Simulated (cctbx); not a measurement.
**Resonant diffraction in PPbI**

Space group Pmmn (no. 59, origin choice 1), a = 4.0330 Å, b = 4.8030 Å, c = 9.4530 Å, α = 90.00°, β = 90.00°, γ = 90.00°.

| atom | mult. | x | y | z | Ueq (Å²) |
| --- | --- | --- | --- | --- | --- |
| Pb1 | 2 | 1/2 | 0 | 0.8981 | 0.0119 |
| I1 | 2 | 0 | 0 | 0.6647 | 0.0113 |
| P1 | 2 | 0 | 0 | 0.0537 | 0.0282 |

This is a model crystal, built by substitution and not relaxed, with assumed displacement parameters.

Calculated with cctbx: free-atom f′ and f″ from the Sasaki tables, no fine structure; amplitudes in electrons.

| E (eV) | F 1 0 3 | F 0 0 2 | F 1 1 1 | F 1 0 2 |
| --- | --- | --- | --- | --- |
| 12435 | 122.9 | 12.8 | 122.2 | 209.0 |
| 12785 | 119.8 | 11.8 | 119.6 | 205.8 |
| 12915 | 117.3 | 11.1 | 117.4 | 203.1 |
| 12975 | 114.9 | 10.3 | 115.3 | 200.6 |
| 13005 | 112.5 | 9.6 | 113.3 | 198.2 |
| 13020 | 110.1 | 8.8 | 111.3 | 195.8 |
| 13027 | 108.1 | 8.2 | 109.5 | 193.7 |
| 13031 | 106.0 | 7.5 | 107.7 | 191.5 |
| 13039 | 105.4 | 7.6 | 107.3 | 190.6 |
| 13043 | 108.5 | 8.5 | 109.9 | 193.8 |
| 13050 | 111.0 | 9.2 | 112.1 | 196.4 |
| 13065 | 113.6 | 10.0 | 114.3 | 199.1 |
| 13095 | 116.1 | 10.8 | 116.4 | 201.7 |
| 13185 | 119.4 | 11.8 | 119.3 | 205.1 |
| 13435 | 122.7 | 12.8 | 122.1 | 208.5 |

**Question.** Which edge is crossed, and why do the reflections move as they do?

The L3 edge of Pb. The edge is at 13035 eV. f′ of Pb falls from -12.2 e at 12915 eV to -18.4 e at 4 eV below it, and f″ steps from 3.94 to 10.12 e across it. Over that approach |F| changes by -10 % (1 0 3), -32 % (0 0 2), -8 % (1 1 1) and -6 % (1 0 2): a reflection falls where Pb scatters in phase with the total and rises where it scatters against it; it hardly moves where the Pb term is small or cancels by symmetry. Above the edge the larger f″ enters the imaginary part, where it can add to or cancel the other atoms' f″. The structure is centrosymmetric, so Friedel mates stay equal.
